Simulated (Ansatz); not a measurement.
# 1T-HfO2 bilayer (AA) in a perpendicular field

What dipole does a perpendicular field induce in the 1T-HfO2 bilayer (AA), and does the gap follow? A positive field points along +c.

Program: Ansatz 0.2.0. Level of theory: plane-wave DFT, PBE-D3(BJ), Ansatz PAW. Results are calculated unless marked as measured.

## Step 1: The structure

The cell holds 6 atoms: 4 O and 2 Hf. Its edges and angles: a = 3.240 Å, b = 3.240 Å, c = 46.837 Å, α = 90.0°, β = 90.0°, γ = 120.0°. Regions: layer 1: 1T-HfO2, 3 atoms (2 O and 1 Hf); layer 2: 1T-HfO2, 3 atoms (2 O and 1 Hf). Vacuum lies along c.

Structure file:

```cif
data_structure
_symmetry_space_group_name_H-M 'P 1'
_symmetry_Int_Tables_number 1
_cell_length_a 3.2400
_cell_length_b 3.2400
_cell_length_c 46.8372
_cell_angle_alpha 90.000
_cell_angle_beta 90.000
_cell_angle_gamma 120.000
_cell_volume 425.81
loop_
_atom_site_label
_atom_site_type_symbol
_atom_site_fract_x
_atom_site_fract_y
_atom_site_fract_z
_atom_site_occupancy
O1 O 0.66667 0.33333 0.41527 1
Hf2 Hf 0.00000 0.00000 0.44216 1
O3 O 0.33333 0.66667 0.46904 1
O4 O 0.66667 0.33333 0.53096 1
Hf5 Hf 0.00000 0.00000 0.55784 1
O6 O 0.33333 0.66667 0.58473 1
```

## Step 2: Relaxation

The starting cell is a guess, so the in-plane lattice and the atoms are relaxed first, with the slab cut off from its images along the normal.

input.yaml reads:

```yaml
crystal:
  lattice:
    - [3.24, 0.0, 0.0]
    - [-1.62, 2.8059223083, 0.0]
    - [0.0, 0.0, 46.8371817536]
  atoms:
    - { symbol: O, position: [0.6666666667, 0.3333333333, 0.4152683674] }
    - { symbol: Hf, position: [0.0, 0.0, 0.4421550286] }
    - { symbol: O, position: [0.3333333333, 0.6666666667, 0.4690416898] }
    - { symbol: O, position: [0.6666666667, 0.3333333333, 0.5309583102] }
    - { symbol: Hf, position: [0.0, 0.0, 0.5578449714] }
    - { symbol: O, position: [0.3333333333, 0.6666666667, 0.5847316326] }
  periodic: [true, true, false]
kpoints:
  mp_grid: { grid: [12, 12, 1] }
hamiltonian:
  xc: pbe
  dispersion: d3bj
scf:
  occupations: { method: fermi_dirac, width: 0.05 }
  convergence: { dr2_threshold: 1.0e-09 }
relax:
  f_tol: 0.004
  max_steps: 90
  cell: {}
output:
  write_potential: true
  write_density: true
  volumetric_format: npy
```

Launch:

```sh
$ ansatz run input.yaml --threads 2 --pin off --max-ram 3072MiB --backend cpu --events-out ev --progress --plain --runs-dir out
```

Numbers of over 12 decimals in the logs are rounded to 6 here.

Log:

```text
Warning: relax.cell: scf.convergence.dr2_threshold = 1e-9 eV is looser than the 1.86484539682e-10 eV advised for a relaxation that steers and ends on the stress (1e-10 eV for each atom of the cell: 6, times the square of relax.cell.stress_2d_tol = 0.05 N/m over 17.9 Å (the atoms' height at the walk's start and 5 Å past either face), 2.788e-2 GPa, over a crystal's default 0.05). What an SCF threshold leaves in a stress goes as its square root, and in the free energy as the threshold itself, and one threshold admits the most on a small cell: [figures from the program's tests cut] Set scf.convergence.dr2_threshold to 1.86484539682e-10 eV or tighter. [rest of the remark cut]
Engine: ansatz 0.2.0, aarch64-unknown-linux-gnu
Pseudopotentials: kind: paw
Pseudopotential: O, paw, valence charge 6, recommended cutoff 420 eV (normal), O.paw.azcp
Pseudopotential: Hf, paw, valence charge 26, recommended cutoff 420 eV (normal), Hf.paw.azcp
Functional definition: PBE
  parameter kappa = 0.804
  parameter beta = 0.066725
  exchange = pbe_x(kappa = kappa, mu = beta*pi^2/3)
  correlation = pbe_c(beta = beta)
Crystal: 6 atoms, lattice volume = 425.806 Å³
Basis set: ecut = 420 eV, 8473 PW (Γ), exchange–correlation on 48×48×640 points (8 copies of the dense FFT grid, shifted against one another)
Bands: 46, of which v1, the nominal top of the filled ones, is band 38 counted from 1 (37 counted from 0)
Symmetry: 12 space group operations
Space group: P-3m1 (ITA 164), of the structure as read, at distance tolerance 7.5e-5 Å
k-points: 19 of 144
Non-local potential: O, projectors of the file, l = 0: 2, l = 1: 2, l = 2: 1
Non-local potential: Hf, projectors of the file, l = 0: 3, l = 1: 2, l = 2: 2, l = 3: 3
PAW form: soft (Blöchl's): semilocal exchange-correlation on the pseudo side does not see the compensation charge
PAW one-centre angular grid: O, 110 points (default); XC on 64 Gauss nodes
PAW one-centre angular grid: Hf, 590 points (default); XC on 64 Gauss nodes
Initial density: superposition of atomic densities (neutral atoms: chi_scale 0, normalization atom), corrected by the library's trained network
Initial wavefunctions: pseudopotential atomic-orbital guess
Functional: x = pbe(κ = 0.804, μ = 0.219515), c = pbe(β = 0.066725)
SCF iter   1: F=—  HF=-33720.284219 eV  |F-HF|=—  |Δ(HF+E_count)|=         —  Δρ=1.64e-3  dr2=1.40e-2  ethr=1.77e-3  ⟨swp⟩=11.2  Hψ=4989  notcnv=0  defer=9
preconditioner: auto → Resta (q_TF=auto, 2.047 Å⁻¹)  ε∞=1.8  [insulator: Δε(μ)=3.165 eV  Ē_g=17.060 eV  σ=0.050 eV  W_gap=1.00  n_scr=30 (ndim 8)  ℏωp=15.3 eV  f_vac=0.777  D(μ)=0.00/eV (n_scr^D=0)  ε∞_Penn≈1.8  vacuum switching on, ρ_ref=2.1e-2 e/Å³]
SCF iter   2: F=—  HF=-33720.286410 eV  |F-HF|=—  |Δ(HF+E_count)|=   2.19e-3  Δρ=1.79e-3  dr2=1.99e-2  ethr=1.84e-5  ⟨swp⟩=4.0  Hψ=2606  notcnv=0  defer=50
SCF iter   3: F=—  HF=-33720.284236 eV  |F-HF|=—  |Δ(HF+E_count)|=   2.17e-3  Δρ=6.35e-4  dr2=2.52e-3  ethr=1.84e-5  ⟨swp⟩=3.1  Hψ=1659  notcnv=0  defer=50
SCF iter   4: F=—  HF=-33720.284394 eV  |F-HF|=—  |Δ(HF+E_count)|=   1.59e-4  Δρ=3.83e-4  dr2=6.62e-4  ethr=3.32e-6  ⟨swp⟩=3.2  Hψ=1694  notcnv=0  defer=50
SCF iter   5: F=—  HF=-33720.284492 eV  |F-HF|=—  |Δ(HF+E_count)|=   9.81e-5  Δρ=8.50e-5  dr2=2.23e-5  ethr=8.72e-7  ⟨swp⟩=2.8  Hψ=1284  notcnv=0  defer=50
SCF iter   6: F=—  HF=-33720.284443 eV  |F-HF|=—  |Δ(HF+E_count)|=   4.96e-5  Δρ=2.88e-5  dr2=1.56e-6  ethr=2.93e-8  ⟨swp⟩=3.1  Hψ=1943  notcnv=0  defer=50
SCF iter   7: F=—  HF=-33720.284347 eV  |F-HF|=—  |Δ(HF+E_count)|=   9.62e-5  Δρ=1.03e-5  dr2=3.29e-7  ethr=2.05e-9  ⟨swp⟩=3.1  Hψ=1920  notcnv=0  defer=50
SCF iter   8: F=—  HF=-33720.284347 eV  |F-HF|=—  |Δ(HF+E_count)|=   5.66e-8  Δρ=5.09e-6  dr2=5.75e-8  ethr=4.32e-10  ⟨swp⟩=2.8  Hψ=1890  notcnv=0  defer=50
SCF iter   9: F=—  HF=-33720.284347 eV  |F-HF|=—  |Δ(HF+E_count)|=   1.34e-8  Δρ=1.61e-6  dr2=6.20e-9  ethr=7.56e-11  ⟨swp⟩=3.0  Hψ=1835  notcnv=0  defer=49
SCF iter  10: F=—  HF=-33720.284347 eV  |F-HF|=—  |Δ(HF+E_count)|=   2.47e-8  Δρ=4.34e-7  dr2=3.90e-10  ethr=1.32e-12  ⟨swp⟩=13.7  Hψ=8517  notcnv=0
SCF iter  11: F=-33720.284347 eV  HF=-33720.284347 eV  |F-HF|=8.00e-11  |Δ(HF+E_count)|=  6.55e-10  Δρ=2.70e-7  dr2=2.97e-10  ethr=1.00e-12  ⟨swp⟩=10.3  Hψ=6167  notcnv=0
SCF 1 converged in 11 iterations: F = -33720.284347 eV  dr2 = 2.97e-10
  greatest PAW one-centre occupation: 0.999 electrons in one spin orbital (limit 2), on the Hf atom at site 4 (counted from 0), in its partial waves of l = 0
relax step   1: F+E_penalty+E_count = -33720.28434655 eV  Δ(F+E_penalty+E_count) = +0.000e0 eV  max|allowed force component| = 4.065e0 eV/Å  Δτ_max = 0.0000 Å  P = -15.348 N/m  Ω = 425.806 Å³  fix = [c, alpha, beta]  reactions: c -0.000 N/m  (11 SCF iters, accepted)
Crystal: 6 atoms, lattice volume = 423.431 Å³
Basis set: ecut = 420 eV, 8425 PW (Γ), exchange–correlation on 48×48×640 points (8 copies of the dense FFT grid, shifted against one another)
Initial density: handed on by an earlier stage of this run
Initial wavefunctions: those handed on with the density
iter 1 solved again at ethr=1.28e-3 eV; its pass at ethr=3.10e-3 eV (dr2=9.76e-1 eV) is discarded
SCF iter   1: F=—  HF=-33722.902674 eV  |F-HF|=—  |Δ(HF+E_count)|=         —  Δρ=1.45e-2  dr2=9.96e-1  ethr=1.28e-3  ⟨swp⟩=2.3  Hψ=5771  notcnv=0
preconditioner: auto → Resta (q_TF=auto, 2.049 Å⁻¹)  ε∞=1.7  [insulator: Δε(μ)=4.422 eV  Ē_g=17.701 eV  σ=0.050 eV  W_gap=1.00  n_scr=30 (ndim 8)  ℏωp=15.3 eV  f_vac=0.787  D(μ)=0.00/eV (n_scr^D=0)  ε∞_Penn≈1.7  vacuum switching on, ρ_ref=2.3e-2 e/Å³]
SCF iter   2: F=—  HF=-33722.539510 eV  |F-HF|=—  |Δ(HF+E_count)|=   3.63e-1  Δρ=4.25e-3  dr2=1.17e-1  ethr=1.28e-3  ⟨swp⟩=4.7  Hψ=1909  notcnv=0  defer=1
SCF iter   3: F=—  HF=-33722.519235 eV  |F-HF|=—  |Δ(HF+E_count)|=   2.03e-2  Δρ=3.08e-3  dr2=3.61e-2  ethr=1.54e-4  ⟨swp⟩=4.9  Hψ=2140  notcnv=0  defer=4
SCF iter   4: F=—  HF=-33722.510573 eV  |F-HF|=—  |Δ(HF+E_count)|=   8.66e-3  Δρ=8.86e-4  dr2=1.13e-3  ethr=4.75e-5  ⟨swp⟩=3.2  Hψ=2015  notcnv=0  defer=16
SCF iter   5: F=—  HF=-33722.510830 eV  |F-HF|=—  |Δ(HF+E_count)|=   2.57e-4  Δρ=2.76e-4  dr2=2.04e-4  ethr=1.49e-6  ⟨swp⟩=3.3  Hψ=1965  notcnv=0  defer=18
SCF iter   6: F=—  HF=-33722.510924 eV  |F-HF|=—  |Δ(HF+E_count)|=   9.37e-5  Δρ=2.16e-4  dr2=3.03e-4  ethr=2.69e-7  ⟨swp⟩=3.5  Hψ=1917  notcnv=0  defer=18
SCF iter   7: F=—  HF=-33722.510873 eV  |F-HF|=—  |Δ(HF+E_count)|=   5.07e-5  Δρ=4.41e-5  dr2=3.85e-6  ethr=2.69e-7  ⟨swp⟩=3.0  Hψ=1400  notcnv=0  defer=18
[...]
SCF iter  11: F=-33722.756344 eV  HF=-33722.756344 eV  |F-HF|=8.00e-11  |Δ(HF+E_count)|=   2.24e-9  Δρ=2.19e-7  dr2=1.27e-10  ethr=1.32e-12  ⟨swp⟩=13.0  Hψ=7917  notcnv=0
SCF 3 converged in 11 iterations: F = -33722.756344 eV  dr2 = 1.27e-10
relax step   3: F+E_penalty+E_count = -33722.75634439 eV  Δ(F+E_penalty+E_count) = -2.456e-1 eV  max|allowed force component| = 4.013e-1 eV/Å  Δτ_max = 0.1921 Å  P = +4.585 N/m  Ω = 420.843 Å³  energy of the carried Pulay correction = +4.067e-3 eV  fix = [c, alpha, beta]  reactions: c +0.000 N/m  (11 SCF iters, accepted)
[...]
relax step   4: F+E_penalty+E_count = -33722.79861258 eV  Δ(F+E_penalty+E_count) = -4.227e-2 eV  max|allowed force component| = 2.819e-2 eV/Å  Δτ_max = 0.1948 Å  P = -0.610 N/m  Ω = 427.002 Å³  energy of the carried Pulay correction = -9.739e-4 eV  fix = [c, alpha, beta]  reactions: c -0.000 N/m  (11 SCF iters, accepted)
[...]
relax step   5: F+E_penalty+E_count = -33722.79619879 eV  Δ(F+E_penalty+E_count) = +2.414e-3 eV  max|allowed force component| = 8.895e-2 eV/Å  Δτ_max = 0.1724 Å  P = -0.314 N/m  Ω = 426.388 Å³  energy of the carried Pulay correction = -4.745e-4 eV  fix = [c, alpha, beta]  (11 SCF iters, rejected (line search))
[...]
relax step   6: F+E_penalty+E_count = -33722.80290383 eV  Δ(F+E_penalty+E_count) = -4.291e-3 eV  max|allowed force component| = 5.375e-2 eV/Å  Δτ_max = 0.0551 Å  P = +0.275 N/m  Ω = 425.926 Å³  energy of the carried Pulay correction = -9.787e-5 eV  fix = [c, alpha, beta]  reactions: c +0.000 N/m  (11 SCF iters, accepted)
[...]
relax step   7: F+E_penalty+E_count = -33722.80351343 eV  Δ(F+E_penalty+E_count) = -6.096e-4 eV  max|allowed force component| = 3.439e-3 eV/Å  Δτ_max = 0.0213 Å  P = +0.001 N/m  Ω = 426.039 Å³  energy of the carried Pulay correction = -1.904e-4 eV  fix = [c, alpha, beta]  reactions: c +0.000 N/m  (9 SCF iters, accepted)
[...]
relax step   8: F+E_penalty+E_count = -33722.80356841 eV  Δ(F+E_penalty+E_count) = -5.498e-5 eV  max|allowed force component| = 1.275e-3 eV/Å  Δτ_max = 0.0113 Å  P = +0.013 N/m  Ω = 426.042 Å³  energy of the carried Pulay correction = -1.925e-4 eV  fix = [c, alpha, beta]  reactions: c +0.000 N/m  (8 SCF iters, accepted)
Initial wavefunctions: pseudopotential atomic-orbital guess (no wavefunctions were taken with the density)
iter 1 solved again at ethr=8.75e-8 eV; its pass at ethr=3.10e-3 eV (dr2=6.65e-5 eV) is discarded
SCF iter   1: F=—  HF=-33722.803615 eV  |F-HF|=—  |Δ(HF+E_count)|=         —  Δρ=8.88e-6  dr2=1.33e-8  ethr=8.75e-8  ⟨swp⟩=7.2  Hψ=10153  notcnv=0
eigensolver tolerance schedule: the retry pair's looser diagonalisation over-reported the residual by 5000.33 of it (diagonalisation noise at 0.16 of the residual, at the tolerance the schedule requests for it); recorded, not acted on — ethr = c·dr2/N_el stays at c = 1.0e-1
preconditioner: auto → Resta (q_TF=auto, 2.047 Å⁻¹)  ε∞=1.7  [insulator: Δε(μ)=4.698 eV  Ē_g=17.703 eV  σ=0.050 eV  W_gap=1.00  n_scr=30 (ndim 8)  ℏωp=15.3 eV  f_vac=0.798  D(μ)=0.00/eV (n_scr^D=0)  ε∞_Penn≈1.7  vacuum switching on, ρ_ref=2.3e-2 e/Å³]
SCF iter   2: F=—  HF=-33722.803698 eV  |F-HF|=—  |Δ(HF+E_count)|=   8.22e-5  Δρ=4.52e-6  dr2=9.30e-9  ethr=1.75e-11  ⟨swp⟩=6.2  Hψ=3616  notcnv=0
SCF iter   3: F=—  HF=-33722.803725 eV  |F-HF|=—  |Δ(HF+E_count)|=   2.78e-5  Δρ=2.76e-6  dr2=1.32e-9  ethr=1.22e-11  ⟨swp⟩=3.4  Hψ=1843  notcnv=0
SCF iter   4: F=-33722.803756 eV  HF=-33722.803750 eV  |F-HF|=5.69e-6  |Δ(HF+E_count)|=   2.50e-5  Δρ=8.24e-7  dr2=3.88e-10  ethr=1.32e-12  ⟨swp⟩=24.3  Hψ=9141  notcnv=0
SCF 9 converged in 4 iterations: F = -33722.803756 eV  dr2 = 3.88e-10
relax step   9: F+E_penalty+E_count = -33722.80375615 eV  Δ(F+E_penalty+E_count) = -1.877e-4 eV  max|allowed force component| = 1.286e-3 eV/Å  Δτ_max = 0.0000 Å  P = +0.034 N/m  Ω = 426.042 Å³  fix = [c, alpha, beta]  reactions: c +0.000 N/m  stress off target by 3.40e-2 N/m on what of the cell is left free  SCF on the basis re-selected at this cell (its energy is not comparable with the rows above)  (4 SCF iters)
basis re-selected at this cell: Δ(F+E_penalty+E_count) = -1.877e-4 eV, ΔP = +0.020 N/m vs the last step (what re-selecting the basis moved, of the pressure what is left beyond the Pulay correction that the steps carried, after the strain that the cell walked since its last selection, with what the two solves' SCF thresholds leave and, on support functions, any second-order correction that the steps lacked; it is no m [...]
WARN: The output density's exchange-correlation potential varies sharply where the density is thin. Do not read a vacuum level from v_tot or v_xc, or from such a field of the output density. On a cell that repeats whose density bears no net charge and no dipole along the vacuum's axis use v_es (v_loc + v_h of the components); under efield.dipole_correction with no amplitude use v_es + v_field, which holds any externa [...]
SCF converged after 4 iterations
Free energy (F): -33722.803756 eV
Harris-Foulkes:  -33722.803750 eV  (|F-HF|=5.69e-6)
Internal energy: -33722.803756 eV  (E = F + TS)
E sigma→0 (E₀):  -33722.803756 eV
Fermi energy:    -5.452913 eV
--- Per-component energies (eV) ---
  E_band       = -1635.275506
  E_kinetic    = 1540.839432
  E_local      = -525716.494146  (includes V_loc(G=0)·N_el)
  E_nonlocal   = -2294.049398
  E_hartree    = 261517.767381
  E_xc         = -894.349680
  E_vxc        = -907.725468  (∫ρ·V_xc dr)
  E_paw        = -14486.673604  (= ΣΔE_a)
  E_vpaw       = 2706.608231  (= ΣTr[D̂ρ^β])
  E_aug_tail   = 0.009845  (compensation charges beyond the density's cutoff)
  E_ewald      = 246610.992756
  E_disp       = -0.846342  (pairwise vdW)
  E_smearing   = -0.000000  (= −TS)
  E_closure    = -0.000000  (closes the sum)
  Σ components = -33722.803756   (vs F -33722.803756, Δ=0.00e0)
--- Forces (eV/Å), atoms counted from 1 ---
  atom   1  O     -0.00000000    -0.00000000    -0.00128561
  atom   2  Hf     0.00000000     0.00000000    -0.00063673
  atom   3  O      0.00000000     0.00000000     0.00079712
  atom   4  O     -0.00000000    -0.00000000    -0.00079712
  atom   5  Hf    -0.00000000    -0.00000000     0.00063673
  atom   6  O      0.00000000     0.00000000     0.00128561
  max |Σ_I F_I| component: 9.40e-18 eV/Å
--- 2D stress c σ (N/m, compression-positive) ---
        0.033957       0.000000      -0.000000
        0.000000       0.033957      -0.000000
       -0.000000      -0.000000       0.000000
  P = ½ c Tr σ = 0.0340 N/m
--- Band table (eV; the first three rows and the last of 19) ---
  k-point 0: bands = [... 34 lower, -8.0995, -8.0995, -8.0673, -8.0673, -2.7362, -2.7362, -2.6965, -2.6965, ... 4 higher]
  k-point 1: bands = [... 34 lower, -8.3600, -8.2056, -8.1664, -8.0520, -2.7532, -2.7049, -2.5696, -2.5310, ... 4 higher]
  k-point 2: bands = [... 34 lower, -8.4543, -8.4035, -8.2490, -7.9249, -2.8460, -2.7350, -2.1448, -2.1096, ... 4 higher]
  k-point 18: bands = [... 34 lower, -8.9108, -8.9108, -8.6113, -8.4575, -2.9955, -2.6010, -1.4915, -1.4915, ... 4 higher]
  ° read free of the cell's end (the report's vacuum.weakly_bound_levels)
--- Relaxed structure (8 steps of the walk, 7 accepted, 1 SCFs on fresh bases) ---
  F+E_penalty+E_count = -33722.80375615 eV   max|allowed force component| = 1.286e-3 eV/Å   (the final SCF, on the basis selected at the relaxed cell)
  cell:  # Å, volume = 426.0420 Å³
    - [3.240899, 0, 0]
    - [-1.620450, 2.806701, 0]
    - [0, 0, 46.8371817536]
  atoms:
    - { symbol: O, position: [0.666667, 0.333333, 0.429039] }
    - { symbol: Hf, position: [-4.105069175752557e-18, 0, 0.449828] }
    - { symbol: O, position: [0.333333, 0.666667, 0.470576] }
    - { symbol: O, position: [0.666667, 0.333333, 0.529424] }
    - { symbol: Hf, position: [4.105069175752557e-18, 0, 0.550172] }
    - { symbol: O, position: [0.333333, 0.666667, 0.570961] }
```

Wall time 3.6 min (2 threads of Arm Neoverse N1, shared host); peak memory 0.8 GiB.

The steps of the relaxation:

| step | energy less that of the first step (eV) | largest force component (eV/Å) | volume (Å³) |
| --- | --- | --- | --- |
| 1 | 0.0000 | 4.0649 | 425.81 |
| 2 | -2.2264 | 1.4585 | 423.43 |
| 3 | -2.4720 | 0.4013 | 420.84 |
| 4 | -2.5143 | 0.0282 | 427.00 |
| 5 | -2.5119 | 0.0890 | 426.39 |
| 6 | -2.5186 | 0.0538 | 425.93 |
| 7 | -2.5192 | 0.0034 | 426.04 |
| 8 | -2.5192 | 0.0013 | 426.04 |
| 9* | -2.5194 | 0.0013 | 426.04 |

Relaxation steps marked * repeat the geometry before them on a plane-wave basis chosen anew for their cell, so energy and pressure can jump there. Relaxation step 5 was tried and not accepted.

The run keeps the 12 symmetry operations that it works with, so distortions that break them were not tested.

| cell as run | before | after | change |
| --- | --- | --- | --- |
| a (Å) | 3.240 | 3.241 | +0.0 % |
| b (Å) | 3.240 | 3.241 | +0.0 % |

The atoms that moved most (Å, along periodic axes as changes of fractional coordinates times the final cell, across vacuum about the mean position):

| atom | dx | dy | dz | length |
| --- | --- | --- | --- | --- |
| O1 | 0.000 | 0.000 | 0.645 | 0.645 |
| O6 | 0.000 | 0.000 | -0.645 | 0.645 |
| Hf5 | 0.000 | 0.000 | -0.359 | 0.359 |
| Hf2 | 0.000 | 0.000 | 0.359 | 0.359 |
| O4 | 0.000 | 0.000 | -0.072 | 0.072 |
| O3 | 0.000 | 0.000 | 0.072 | 0.072 |

The relaxed structure:

```xyz
6
Lattice="3.2409 0.0000 0.0000 -1.6204 2.8067 0.0000 0.0000 0.0000 46.8372" Properties=species:S:1:pos:R:3
O     1.6204    0.9356   20.0950
Hf    0.0000    0.0000   21.0687
O     0.0000    1.8711   22.0405
O     1.6204    0.9356   24.7967
Hf    0.0000    0.0000   25.7685
O     0.0000    1.8711   26.7422
```

This step gave:

```
gap on the k-mesh : 4.698 eV
```

The lattice constant a goes from 3.240 to 3.241 Å.

(Part 1 of 3 ends here.)

[Logs are printed without paths, hosts, clocks, repeated set-up lines and the standing remarks that a program may print on its own settings, such as how far it seeks lower states.]

[Hosts, paths, dates, database ids (printed as entryN), source tags and the programs' standing remarks are cut or masked in the printed files.]

[Maps of the electrostatic potential energy from Ansatz leave out the sawtooth potential of an applied field or a dipole correction, so their vacuum need not be flat; planar profiles and work functions include it.]
